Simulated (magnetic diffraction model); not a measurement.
# Solving a magnetic structure from powder neutron data: Nd2CS5

Space group Cmcm (no. 63), a = 4.7100 Å, b = 8.4520 Å, c = 18.7040 Å.

| site | atom | x | y | z |
| --- | --- | --- | --- | --- |
| 8f | Nd | 0 | 0.3378 | 0.6004 |
| 4c | S | 0 | 0.2522 | 3/4 |
| 8f | S | 0 | 0.0150 | 0.1748 |
| 8f | S | 0 | 0.3370 | 0.0615 |
| 4c | C | 0 | 0.0682 | 3/4 |

The compound is invented for this exercise: a known structure type with other elements, its cell scaled to their sizes and not relaxed.

Only Nd is taken to order (form factors of Nd3+); orders and moment sizes are assumed, and not adapted to the symmetry. Radiation: neutrons of λ = 1.8 Å, 3° to 40°; isotropic B of 0.18 Å² (Nd), 0.28 Å² (S) and 0.43 Å² (C). Simulated constant-wavelength pattern: nuclear and magnetic terms add, the magnetic one as |2.695 fm × Σ f S⊥ exp(2πi Q·r) exp(−B s²)|², summed over all Q at one angle with the factor 1/(sin²θ cos θ). For a modulated order the moment at position r is S exp(−2πi k·r) + c.c., with S = m/2 for a sine wave of amplitude m and S = m(u + iv)/2 for moments turning in a plane, u and v being orthogonal unit vectors in it; the phase factor of the sum at Q = H + k is then exp(2πi H·r). Free-ion form factors, Sears's scattering lengths of 1992, no absorption; a label names one of the reflections at its angle. The strongest nuclear line in the range is 100, and lines under 0.2 are left out.

Above the ordering temperature:

| 2θ (°) | index | I |
| --- | --- | --- |
| 11.04 | (0 0 2) | 13.0 |
| 22.19 | (0 0 4) | 4.4 |
| 24.59 | (0 2 0) | 1.0 |
| 25.22 | (0 2 1) | 1.5 |
| 25.89 | (1 1 1) | 71.6 |
| 27.03 | (0 2 2) | 20.8 |
| 27.65 | (1 1 2) | 100.0 |
| 29.82 | (0 2 3) | 39.0 |
| 30.39 | (1 1 3) | 2.7 |
| 33.36 | (0 2 4) | 5.2 |
| 33.56 | (0 0 6) | 36.8 |
| 33.88 | (1 1 4) | 40.5 |
| 37.48 | (0 2 5) | 16.4 |
| 37.95 | (1 1 5) | 0.5 |

Below it (cell unchanged):

```tsv
2θ (°)	I
3.68	123.9
7.36	30.9
9.20	19.7
11.04	13.0
12.89	10.0
14.74	7.6
18.46	4.8
20.32	4.0
22.19	4.4
24.07	2.8
24.59	1.0
24.66	2.7
24.87	2.7
25.22	1.5
25.34	5.0
25.55	5.0
25.70	2.6
25.89	71.6
25.95	2.4
26.31	2.6
26.35	5.0
26.95	4.9
27.03	20.8
27.65	100.0
27.86	2.5
28.47	4.8
28.79	2.4
29.38	4.6
29.74	1.8
29.82	39.0
30.39	2.7
30.93	2.2
31.48	4.3
31.65	1.6
32.11	2.1
32.64	4.1
```
(The table stops after 36 lines; 13 more lie at higher angle.)

**Question.** Find the propagation vector, then choose among these models:
A. a sine wave with moments along [001] (amplitudes given), 2.2 μB on Nd; signs + at (0, 0.3378, 0.6004), − at (0, 0.3378, 0.8996), + at (1/2, 0.1622, 0.1004), + at (1/2, 0.1622, 0.3996)
B. a sine wave with moments along [100] (amplitudes given), 2.2 μB on Nd; signs + at (0, 0.3378, 0.6004), − at (0, 0.3378, 0.8996), + at (1/2, 0.1622, 0.1004), + at (1/2, 0.1622, 0.3996)
C. a sine wave with moments along [010] (amplitudes given), 2.2 μB on Nd; signs + at (0, 0.3378, 0.6004), − at (0, 0.3378, 0.8996), + at (1/2, 0.1622, 0.1004), + at (1/2, 0.1622, 0.3996)
D. moments turning in the plane of [100] and [010], 2.2 μB on Nd; signs + at (0, 0.3378, 0.6004), − at (0, 0.3378, 0.8996), + at (1/2, 0.1622, 0.1004), + at (1/2, 0.1622, 0.3996)

The new lines index as (0 0 2/3) at 3.68°, (0 0 4/3) at 7.36°, (0 0 5/3) at 9.20° and (0 0 7/3) at 12.89°, that is as H ± k with k = (0 0 1/3). Satellites come in pairs about each point of the reciprocal lattice. Below the range, at 1.84°, lies the magnetic line (0 0 1/3) with 496.

Magnetic intensity, observed (below minus above) and for each model:

| 2θ (°) | index | observed | A | B | C | D |
| --- | --- | --- | --- | --- | --- | --- |
| 3.68 | (0 0 2/3) | 123.9 | <0.2 | 61.9 | 61.9 | 123.9 |
| 7.36 | (0 0 4/3) | 30.9 | <0.2 | 15.4 | 15.4 | 30.9 |
| 9.20 | (0 0 5/3) | 19.7 | <0.2 | 9.8 | 9.8 | 19.7 |
| 12.89 | (0 0 7/3) | 10.0 | <0.2 | 5.0 | 5.0 | 10.0 |
| 14.74 | (0 0 8/3) | 7.6 | <0.2 | 3.8 | 3.8 | 7.6 |
| 18.46 | (0 0 10/3) | 4.8 | <0.2 | 2.4 | 2.4 | 4.8 |
| 20.32 | (0 0 11/3) | 4.0 | <0.2 | 2.0 | 2.0 | 4.0 |
| 25.34 | (1 1 1/3) | 5.0 | 5.0 | 1.2 | 3.8 | 5.0 |

Model D matches.

The structure used: k = (0 0 1/3), moments turning in the plane of [100] and [010], 2.2 μB on Nd; signs + at (0, 0.3378, 0.6004), − at (0, 0.3378, 0.8996), + at (1/2, 0.1622, 0.1004), + at (1/2, 0.1622, 0.3996).

[Logs are printed without paths, hosts, clocks, repeated set-up lines and the standing remarks that a program may print on its own settings, such as how far it seeks lower states.]
